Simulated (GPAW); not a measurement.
**H/Pt(100): simulated STM images**

What would a tunnelling microscope show on H/Pt(100)?

Main program and level: GPAW 26.7.0; GPAW, PAW setups; slab in vacuum, relaxation, in the first sound run; inputs show where later runs differ.

**1. The structure**

The cell holds 5 atoms: 4 Pt and 1 H. Its edges and angles: a = 2.772 Å, b = 2.772 Å, c = 23.550 Å, α = 90.0°, β = 90.0°, γ = 90.0°. Vacuum lies along c.

**2. Relaxing the atoms**

Forces are removed first; all later runs use this geometry. The lowest 2 atoms are held at bulk positions and keep their forces.

run.py reads:

```python
import json
import numpy as np
from ase import Atoms
from ase.constraints import FixAtoms
from ase.optimize import BFGS
from gpaw import GPAW, PW

slab = Atoms(
    ['Pt', 'Pt', 'Pt', 'Pt', 'H'],
    positions=[
        [1.38593, 1.38593, 8.00000],
        [0.00000, 0.00000, 9.96000],
        [1.38593, 1.38593, 11.92000],
        [0.00000, 0.00000, 13.88000],
        [0.00000, 0.00000, 15.55000]],
    cell=[[2.77186, 0.0, 0.0], [0.0, 2.77186, 0.0], [0.0, 0.0, 23.55]],
    pbc=[True, True, False])

slab.calc = GPAW(mode=PW(500), xc='PBE', kpts={'size': (11, 11, 1), 'gamma': True},
                 occupations={'name': 'fermi-dirac', 'width': 0.1}, nbands='160%',
                 convergence={'density': 1e-05}, maxiter=200,
                 poissonsolver={'dipolelayer': 'xy'},
                 symmetry={'tolerance': 1e-3, 'extra_ids': [1, 1, 0, 0, 0]}, txt='slab.txt')
result = {}
slab.set_constraint(FixAtoms([0, 1]))
path = []
opt = BFGS(slab, maxstep=0.2)
opt.attach(lambda: path.append((slab.get_potential_energy(), slab.positions.tolist(), slab.get_forces().tolist())))
result['relaxed'] = bool(opt.run(fmax=0.03, steps=40))
result['path'] = path
energy = slab.get_potential_energy()
fermi = slab.calc.get_fermi_level()
v = slab.calc.get_electrostatic_potential().mean((0, 1)) - fermi
n = slab.calc.get_pseudo_density().mean((0, 1))
L = slab.cell[2, 2]
z = np.arange(len(v)) * L / len(v)
low, high = slab.positions[:, 2].min(), slab.positions[:, 2].max()
below, above = np.interp([low - 5.8, high + 5.8], z, v)
slopes = [np.interp(x, z, np.gradient(v, z)) for x in (low - 5.8, high + 5.8)]
eps = np.array([[slab.calc.get_eigenvalues(k, s) for k in range(len(slab.calc.get_ibz_k_points()))]
                for s in range(slab.calc.get_number_of_spins())]) - fermi
top, bottom = eps[eps < 0].max(), eps[eps > 0].min()
dipole = slab.get_dipole_moment()[2]
print(f'energy {energy:.4f} eV, Fermi level {fermi:.4f} eV, dipole {dipole:.5f} e A')
print(f'potential 5.8 A off the faces, from the Fermi level: lower {below:.4f} eV, upper {above:.4f} eV')
print(f'slope of the potential there: lower {slopes[0]:.5f}, upper {slopes[1]:.5f} eV/A')
print(f'nearest levels on the mesh: {top:.4f} and {bottom:.4f} eV')
print('magnetic moment', round(slab.get_magnetic_moment(), 3))
result.update(energy=energy, fermi=fermi, dipole=dipole, below=below, above=above, slopes=slopes, edges=[top, bottom],
              z=z.tolist(), v=v.tolist(), n=n.tolist(), positions=slab.positions.tolist(),
              forces=slab.get_forces(apply_constraint=False).tolist(), moments=slab.get_magnetic_moments().tolist())
json.dump(result, open('result.json', 'w'))
```

Command:

```bash
$ OMP_NUM_THREADS=1 OPENBLAS_NUM_THREADS=1 python run.py
```

What it wrote:

```text
Step          Energy          fmax
BFGS:    0      -27.733210        2.042185
BFGS:    1      -27.807120        1.286212
BFGS:    2      -27.843053        0.455442
BFGS:    3      -27.847265        0.196659
BFGS:    4      -27.848183        0.165818
BFGS:    5      -27.852964        0.171560
BFGS:    6      -27.853872        0.164551
BFGS:    7      -27.857492        0.190054
BFGS:    8      -27.859410        0.135141
BFGS:    9      -27.860168        0.046199
BFGS:   10      -27.860266        0.005263
energy -27.7542 eV, Fermi level 0.4439 eV, dipole 0.01607 e A
potential 5.8 A off the faces, from the Fermi level: lower 5.6479 eV, upper 5.2586 eV
slope of the potential there: lower 0.00012, upper 0.00005 eV/A
nearest levels on the mesh: -0.0002 and 0.0158 eV
magnetic moment 0.0
```

The job ended after 37 min (1 thread of Arm Neoverse N1, shared host; peak memory 0.28 GiB).

The steps of the relaxation:

```csv
step,energy less that of the first step (eV),largest force (eV/Å)
1,0.0000,2.0422
2,-0.0746,1.2862
3,-0.1112,0.4554
4,-0.1152,0.1967
5,-0.1160,0.1658
6,-0.1198,0.1716
7,-0.1205,0.1646
8,-0.1235,0.1901
9,-0.1251,0.1351
10,-0.1260,0.0462
11,-0.1262,0.0053
```

The atoms that moved most (Å):

```csv
atom,dx,dy,dz,length
Pt4,0.000,0.000,0.151,0.151
Pt3,0.000,0.000,0.057,0.057
H5,0.000,0.000,0.039,0.039
```

The relaxed structure:

```xyz
5
Lattice="2.7719 0.0000 0.0000 0.0000 2.7719 0.0000 0.0000 0.0000 23.5500" Properties=species:S:1:pos:R:3
Pt    1.3859    1.3859    8.0000
Pt    0.0000    0.0000    9.9600
Pt    1.3859    1.3859   11.9769
Pt    0.0000    0.0000   14.0306
H     0.0000    0.0000   15.5891
```

Numbers from this step:

```yaml
dipole_along_the_normal: 0.01607 e·Å
levels_nearest_the_fermi_level_on_the_mesh: -2.33e-4, 0.01582 eV from the Fermi level
upper_work_function: 5.259 eV
lower_work_function: 5.648 eV
```

The electrostatic potential energy of an electron (without an applied field's), less the Fermi level, planar mean oscillates, so the rows of the table below give means over windows of 1 Å about each position, cut where the curve ends. Its maxima inside the range that stand out by 2 % of the span (Å: eV): 8.9: -2.53, 10.9: -2.15, 13.0: -1.84, 15.3: 2.72. Its minima: 8.0: -22.5, 10.0: -22.8, 12.0: -22.9, 14.0: -22.5, 15.5: 1.95.

Electrostatic potential energy of an electron (without an applied field's), less the Fermi level, planar mean against z; means over each step:

```csv
z (Å),"electrostatic potential energy of an electron (without an applied field's), less the Fermi level, planar mean (eV)"
0,5.57
1,5.65
2,5.65
3,5.65
4,5.65
5,5.63
6,5.32
7,0.112
8,-17.6
9,-5.65
10,-18.1
11,-5.07
12,-18.1
13,-4.63
14,-17.7
15,-0.752
16,3.70
17,5.18
18,5.25
19,5.26
20,5.26
21,5.26
22,5.26
23,5.28
```

Pseudo valence density, planar mean against z:

z (Å), pseudo valence density, planar mean (e/Å³) and a bar:
```
      4.5       0.00 
      5.0       0.00 
      5.5       0.00 
      6.0       0.01 
      6.5       0.05 #
      7.0       0.20 ###
      7.5       0.81 ############
      8.0       2.01 #############################
      8.5       0.86 ############
      9.0       0.43 ######
      9.5       0.96 ##############
     10.0       2.08 ##############################
     10.5       0.77 ###########
     11.0       0.41 ######
     11.5       0.89 #############
     12.0       2.03 #############################
     12.5       0.80 ############
     13.0       0.36 #####
     13.5       0.79 ###########
     14.0       2.02 #############################
     14.5       0.86 ############
     15.0       0.28 ####
     15.5       0.18 ###
     16.0       0.07 #
     16.5       0.01 
     17.0       0.00 
     17.5       0.00 
     18.0       0.00
```

The relaxation lowered the energy of the cell by 0.126 eV (energies extrapolated to zero smearing; the optimiser's log prints free energies). The largest force left on a free atom is 0.0053 eV/Å.

**3. The slab's potential**

The work function is the vacuum plateau of the electrostatic potential less the Fermi level; a dipole layer lets the two faces have plateaus of their own.

This step: GPAW, PAW setups; slab in vacuum (GPAW 26.7.0).

run.py: that of step 2 with these lines changed.

```diff
@@ -3,4 +3,3 @@
 from ase import Atoms
-from ase.constraints import FixAtoms
-from ase.optimize import BFGS
+from ase.dft.stm import STM
 from gpaw import GPAW, PW
@@ -12,5 +11,5 @@
         [0.00000, 0.00000, 9.96000],
-        [1.38593, 1.38593, 11.92000],
-        [0.00000, 0.00000, 13.88000],
-        [0.00000, 0.00000, 15.55000]],
+        [1.38593, 1.38593, 11.97688],
+        [0.00000, -0.00000, 14.03064],
+        [-0.00000, 0.00000, 15.58913]],
     cell=[[2.77186, 0.0, 0.0], [0.0, 2.77186, 0.0], [0.0, 0.0, 23.55]],
@@ -22,10 +21,4 @@
                  poissonsolver={'dipolelayer': 'xy'},
-                 symmetry={'tolerance': 1e-3, 'extra_ids': [1, 1, 0, 0, 0]}, txt='slab.txt')
+                 symmetry={'tolerance': 1e-3}, txt='slab.txt')
 result = {}
-slab.set_constraint(FixAtoms([0, 1]))
-path = []
-opt = BFGS(slab, maxstep=0.2)
-opt.attach(lambda: path.append((slab.get_potential_energy(), slab.positions.tolist(), slab.get_forces().tolist())))
-result['relaxed'] = bool(opt.run(fmax=0.03, steps=40))
-result['path'] = path
 energy = slab.get_potential_energy()
@@ -51,2 +44,16 @@
               forces=slab.get_forces(apply_constraint=False).tolist(), moments=slab.get_magnetic_moments().tolist())
+
+# Images need the states of the whole zone, up to time reversal
+slab.calc = slab.calc.fixed_density(symmetry={'point_group': False}, txt='states.txt', nbands='250%',
+                                    convergence={'bands': 'CBM+1.8'})
+stm = STM(slab)
+result['stm'] = []
+for bias in [-2.0, -1.0, 1.5]:
+    height = high + 4.0
+    current = stm.get_averaged_current(bias, height)
+    x, y, h = stm.scan(bias, current)
+    i, f = divmod(height / L * stm.ldos.shape[2], 1)
+    I = abs((1 - f) * stm.ldos[:, :, int(i)] + f * stm.ldos[:, :, int(i) + 1])
+    print(f'bias {bias} V: mean current at 4.0 A {current:.4e}, corrugation {np.ptp(h):.4f} A')
+    result['stm'].append(dict(bias=bias, current=current, h=(h - high).tolist(), I=I.tolist()))
 json.dump(result, open('result.json', 'w'))
```

What it wrote:

```text
energy -27.7542 eV, Fermi level 0.4438 eV, dipole 0.01652 e A
potential 5.8 A off the faces, from the Fermi level: lower 5.6483 eV, upper 5.2590 eV
slope of the potential there: lower 0.00006, upper 0.00016 eV/A
nearest levels on the mesh: -0.0002 and 0.0158 eV
magnetic moment 0.0
bias -2.0 V: mean current at 4.0 A 3.5234e-07, corrugation 0.0798 A
bias -1.0 V: mean current at 4.0 A 2.6232e-07, corrugation 0.0751 A
bias 1.5 V: mean current at 4.0 A 1.6303e-06, corrugation 0.0760 A
```

It took 13 min on 1 thread; peak memory 0.75 GiB.

Numbers from this step:

* dipole along the normal: 0.01652 e·Å
* levels nearest the Fermi level on the mesh: -2.34e-4, 0.01582 eV from the Fermi level
* corrugation -2: 0.07976 Å
* corrugation -1: 0.07514 Å
* corrugation 1.5: 0.07602 Å

The electrostatic potential energy of an electron (without an applied field's), less the Fermi level, planar mean oscillates, so the rows of the table below give means over windows of 1 Å about each position, cut where the curve ends. Its maxima inside the range that stand out by 2 % of the span (Å: eV): 8.9: -2.53, 10.9: -2.15, 13.0: -1.84, 15.3: 2.72. Its minima: 8.0: -22.5, 10.0: -22.8, 12.0: -22.9, 14.0: -22.5, 15.5: 1.95.

Electrostatic potential energy of an electron (without an applied field's), less the Fermi level, planar mean against z; means over each step:

(Unchanged from step 2.)

The pseudo valence density, planar mean oscillates, so the rows of the table below give means over windows of 2.07 Å about each position, cut where the curve ends. Its maxima inside the range that stand out by 2 % of the span (Å: e/Å³): 7.9: 2.02, 10.0: 2.11, 12.1: 2.05, 13.9: 2.03. Its minima: 9.0: 0.430, 10.9: 0.395, 13.0: 0.361.

Table of pseudo valence density, planar mean by z; means over each step:

z (Å), pseudo valence density, planar mean (e/Å³) and a bar:
```
     3.10       0.00 
     5.17       0.00 
     7.24       0.75 #####################
     9.31       1.08 ##############################
    11.38       1.03 #############################
    13.45       1.01 ############################
    15.52       0.22 ######
    17.59       0.00 
    19.66       0.00
```

Tip height over the top atom over a1 and a2. Sample bias -2 V, constant current at the mean current 4.0 Å over the top atom.

Values in Å, 15 rows by 15 columns:
```
4.028 4.031 4.034 4.028 4.018 4.006 3.998 3.996 3.996 3.998 4.006 4.018 4.028 4.034 4.031
4.030 4.034 4.036 4.028 4.017 4.005 3.998 3.996 3.996 3.998 4.005 4.017 4.028 4.036 4.034
4.024 4.028 4.028 4.019 4.008 3.999 3.993 3.992 3.992 3.993 3.999 4.008 4.019 4.028 4.028
4.016 4.018 4.017 4.008 4.001 3.994 3.988 3.987 3.987 3.988 3.994 4.001 4.008 4.017 4.018
4.004 4.006 4.005 3.999 3.994 3.986 3.979 3.977 3.977 3.979 3.986 3.994 3.999 4.005 4.006
3.997 3.998 3.998 3.993 3.988 3.979 3.968 3.964 3.964 3.968 3.979 3.988 3.993 3.998 3.998
3.994 3.996 3.996 3.992 3.987 3.977 3.964 3.956 3.956 3.964 3.977 3.987 3.992 3.996 3.996
3.994 3.996 3.996 3.992 3.987 3.977 3.964 3.956 3.956 3.964 3.977 3.987 3.992 3.996 3.996
3.997 3.998 3.998 3.993 3.988 3.979 3.968 3.964 3.964 3.968 3.979 3.988 3.993 3.998 3.998
4.004 4.006 4.005 3.999 3.994 3.986 3.979 3.977 3.977 3.979 3.986 3.994 3.999 4.005 4.006
4.016 4.018 4.017 4.008 4.001 3.994 3.988 3.987 3.987 3.988 3.994 4.001 4.008 4.017 4.018
4.024 4.028 4.028 4.019 4.008 3.999 3.993 3.992 3.992 3.993 3.999 4.008 4.019 4.028 4.028
4.030 4.034 4.036 4.028 4.017 4.005 3.998 3.996 3.996 3.998 4.005 4.017 4.028 4.036 4.034
4.028 4.031 4.034 4.028 4.018 4.006 3.998 3.996 3.996 3.998 4.006 4.018 4.028 4.034 4.031
4.024 4.028 4.030 4.024 4.016 4.004 3.997 3.994 3.994 3.997 4.004 4.016 4.024 4.030 4.028
```
Columns: a1 from 0 to 0.933; rows upwards: a2 from 0 to 0.933.

Local density of states summed over the bias window over a1 and a2. Sample bias -2 V, constant height 4.0 Å over the top atom.

Values in units of 1e-7 arbitrary, 15 rows by 15 columns:
```
3.8 3.8 3.8 3.8 3.7 3.6 3.5 3.5 3.5 3.5 3.6 3.7 3.8 3.8 3.8
3.8 3.8 3.8 3.8 3.7 3.6 3.5 3.5 3.5 3.5 3.6 3.7 3.8 3.8 3.8
3.7 3.8 3.8 3.7 3.6 3.5 3.4 3.4 3.4 3.4 3.5 3.6 3.7 3.8 3.8
3.7 3.7 3.7 3.6 3.5 3.5 3.4 3.4 3.4 3.4 3.5 3.5 3.6 3.7 3.7
3.6 3.6 3.6 3.5 3.5 3.4 3.3 3.3 3.3 3.3 3.4 3.5 3.5 3.6 3.6
3.5 3.5 3.5 3.4 3.4 3.3 3.2 3.1 3.1 3.2 3.3 3.4 3.4 3.5 3.5
3.5 3.5 3.5 3.4 3.4 3.3 3.1 3.1 3.1 3.1 3.3 3.4 3.4 3.5 3.5
3.5 3.5 3.5 3.4 3.4 3.3 3.1 3.1 3.1 3.1 3.3 3.4 3.4 3.5 3.5
3.5 3.5 3.5 3.4 3.4 3.3 3.2 3.1 3.1 3.2 3.3 3.4 3.4 3.5 3.5
3.6 3.6 3.6 3.5 3.5 3.4 3.3 3.3 3.3 3.3 3.4 3.5 3.5 3.6 3.6
3.7 3.7 3.7 3.6 3.5 3.5 3.4 3.4 3.4 3.4 3.5 3.5 3.6 3.7 3.7
3.7 3.8 3.8 3.7 3.6 3.5 3.4 3.4 3.4 3.4 3.5 3.6 3.7 3.8 3.8
3.8 3.8 3.8 3.8 3.7 3.6 3.5 3.5 3.5 3.5 3.6 3.7 3.8 3.8 3.8
3.8 3.8 3.8 3.8 3.7 3.6 3.5 3.5 3.5 3.5 3.6 3.7 3.8 3.8 3.8
3.8 3.8 3.8 3.7 3.7 3.6 3.5 3.5 3.5 3.5 3.6 3.7 3.7 3.8 3.8
```
Columns: a1 from 0 to 0.933; rows upwards: a2 from 0 to 0.933.

Tip height over the top atom over a1 and a2. Sample bias -1 V, constant current at the mean current 4.0 Å over the top atom.

Ten even steps from '_' (3.959 Å) to '@' (4.034 Å):
```
%%@@@@@@##**++====++**##@@@@@@
@@@@@@@@##++++++++++++##@@@@@@
%%@@@@%%**++========++**%%@@@@
######**++==--------==++**####
++**++++==--::::::::--==++++**
++++++==--::........::--==++++
====++==--::..____..::--==++==
====++==--::..____..::--==++==
++++++==--::........::--==++++
++**++++==--::::::::--==++++**
######**++==--------==++**####
%%@@@@%%**++========++**%%@@@@
@@@@@@@@##++++++++++++##@@@@@@
%%@@@@@@##**++====++**##@@@@@@
%%%%@@%%##++++====++++##%%@@%%
```
Columns: a1 from 0 to 0.933; rows upwards: a2 from 0 to 0.933.

Local density of states summed over the bias window over a1 and a2. Sample bias -1 V, constant height 4.0 Å over the top atom.

Values in units of 1e-7 arbitrary, 15 rows by 15 columns:
```
2.8 2.8 2.8 2.8 2.7 2.7 2.6 2.6 2.6 2.6 2.7 2.7 2.8 2.8 2.8
2.8 2.8 2.8 2.8 2.7 2.7 2.6 2.6 2.6 2.6 2.7 2.7 2.8 2.8 2.8
2.8 2.8 2.8 2.7 2.7 2.6 2.6 2.5 2.5 2.6 2.6 2.7 2.7 2.8 2.8
2.7 2.7 2.7 2.7 2.6 2.6 2.5 2.5 2.5 2.5 2.6 2.6 2.7 2.7 2.7
2.7 2.7 2.7 2.6 2.6 2.5 2.5 2.4 2.4 2.5 2.5 2.6 2.6 2.7 2.7
2.6 2.6 2.6 2.6 2.5 2.5 2.4 2.4 2.4 2.4 2.5 2.5 2.6 2.6 2.6
2.6 2.6 2.6 2.5 2.5 2.4 2.4 2.3 2.3 2.4 2.4 2.5 2.5 2.6 2.6
2.6 2.6 2.6 2.5 2.5 2.4 2.4 2.3 2.3 2.4 2.4 2.5 2.5 2.6 2.6
2.6 2.6 2.6 2.6 2.5 2.5 2.4 2.4 2.4 2.4 2.5 2.5 2.6 2.6 2.6
2.7 2.7 2.7 2.6 2.6 2.5 2.5 2.4 2.4 2.5 2.5 2.6 2.6 2.7 2.7
2.7 2.7 2.7 2.7 2.6 2.6 2.5 2.5 2.5 2.5 2.6 2.6 2.7 2.7 2.7
2.8 2.8 2.8 2.7 2.7 2.6 2.6 2.5 2.5 2.6 2.6 2.7 2.7 2.8 2.8
2.8 2.8 2.8 2.8 2.7 2.7 2.6 2.6 2.6 2.6 2.7 2.7 2.8 2.8 2.8
2.8 2.8 2.8 2.8 2.7 2.7 2.6 2.6 2.6 2.6 2.7 2.7 2.8 2.8 2.8
2.8 2.8 2.8 2.8 2.7 2.7 2.6 2.6 2.6 2.6 2.7 2.7 2.8 2.8 2.8
```
Columns: a1 from 0 to 0.933; rows upwards: a2 from 0 to 0.933.

Tip height over the top atom over a1 and a2. Sample bias 1.5 V, constant current at the mean current 4.0 Å over the top atom.

Ten even steps from '0' (3.959 Å) to '9' (4.035 Å):
```
999876544567899
999976444467999
889865433456898
777654333345677
566543222234566
554432100123445
444332000023344
444332000023344
554432100123445
566543222234566
777654333345677
889865433456898
999976444467999
999876544567899
999875544557899
```
Columns: a1 from 0 to 0.933; rows upwards: a2 from 0 to 0.933.

Local density of states summed over the bias window over a1 and a2. Sample bias 1.5 V, constant height 4.0 Å over the top atom.

Values in units of 1e-6 arbitrary, 15 rows by 15 columns:
```
1.8 1.8 1.8 1.7 1.7 1.7 1.6 1.6 1.6 1.6 1.7 1.7 1.7 1.8 1.8
1.8 1.8 1.8 1.7 1.7 1.7 1.6 1.6 1.6 1.6 1.7 1.7 1.7 1.8 1.8
1.7 1.7 1.7 1.7 1.7 1.6 1.6 1.6 1.6 1.6 1.6 1.7 1.7 1.7 1.7
1.7 1.7 1.7 1.7 1.6 1.6 1.6 1.6 1.6 1.6 1.6 1.6 1.7 1.7 1.7
1.6 1.7 1.7 1.6 1.6 1.6 1.5 1.5 1.5 1.5 1.6 1.6 1.6 1.7 1.7
1.6 1.6 1.6 1.6 1.6 1.5 1.5 1.5 1.5 1.5 1.5 1.6 1.6 1.6 1.6
1.6 1.6 1.6 1.6 1.6 1.5 1.5 1.5 1.5 1.5 1.5 1.6 1.6 1.6 1.6
1.6 1.6 1.6 1.6 1.6 1.5 1.5 1.5 1.5 1.5 1.5 1.6 1.6 1.6 1.6
1.6 1.6 1.6 1.6 1.6 1.5 1.5 1.5 1.5 1.5 1.5 1.6 1.6 1.6 1.6
1.6 1.7 1.7 1.6 1.6 1.6 1.5 1.5 1.5 1.5 1.6 1.6 1.6 1.7 1.7
1.7 1.7 1.7 1.7 1.6 1.6 1.6 1.6 1.6 1.6 1.6 1.6 1.7 1.7 1.7
1.7 1.7 1.7 1.7 1.7 1.6 1.6 1.6 1.6 1.6 1.6 1.7 1.7 1.7 1.7
1.8 1.8 1.8 1.7 1.7 1.7 1.6 1.6 1.6 1.6 1.7 1.7 1.7 1.8 1.8
1.8 1.8 1.8 1.7 1.7 1.7 1.6 1.6 1.6 1.6 1.7 1.7 1.7 1.8 1.8
1.7 1.8 1.8 1.7 1.7 1.6 1.6 1.6 1.6 1.6 1.6 1.7 1.7 1.8 1.8
```
Columns: a1 from 0 to 0.933; rows upwards: a2 from 0 to 0.933.

The potential is flat to 1.6e-4 eV/Å where it is read, so the vacuum is wide enough.

**4. Results**

| Property | Result |
| --- | --- |
| work function, upper and lower face | 5.259 and 5.648 eV |
| dipole along the normal | 0.0165 e Å |
| corrugation at -2 V | 0.0798 Å |
| corrugation at -1 V | 0.0751 Å |
| corrugation at 1.5 V | 0.0760 Å |

In words: The tip height varies by 0.075 to 0.080 Å over the cell, much the same at every bias tried. Negative sample bias images filled states, positive bias empty ones. The two faces differ by 0.39 eV, the step that the slab's dipole makes (e p/(ε0 A) gives 0.39 eV), so the dipole layer is needed. The images are of Tersoff-Hamann type: an s-wave tip, no tip-sample forces, heights closer than in a microscope. The cell of 7.68 Å² holds one H, started on one chosen site; other sites and coverages weren't tried. The in-plane lattice was kept as typed, which isn't the functional's own and leaves some strain; spin-orbit coupling and temperature are left out.

[Logs are printed without paths, hosts, clocks, repeated set-up lines and the standing remarks that a program may print on its own settings, such as how far it seeks lower states.]

[Hosts, paths, dates, database ids (printed as entryN), source tags and the programs' standing remarks are cut or masked in the printed files.]
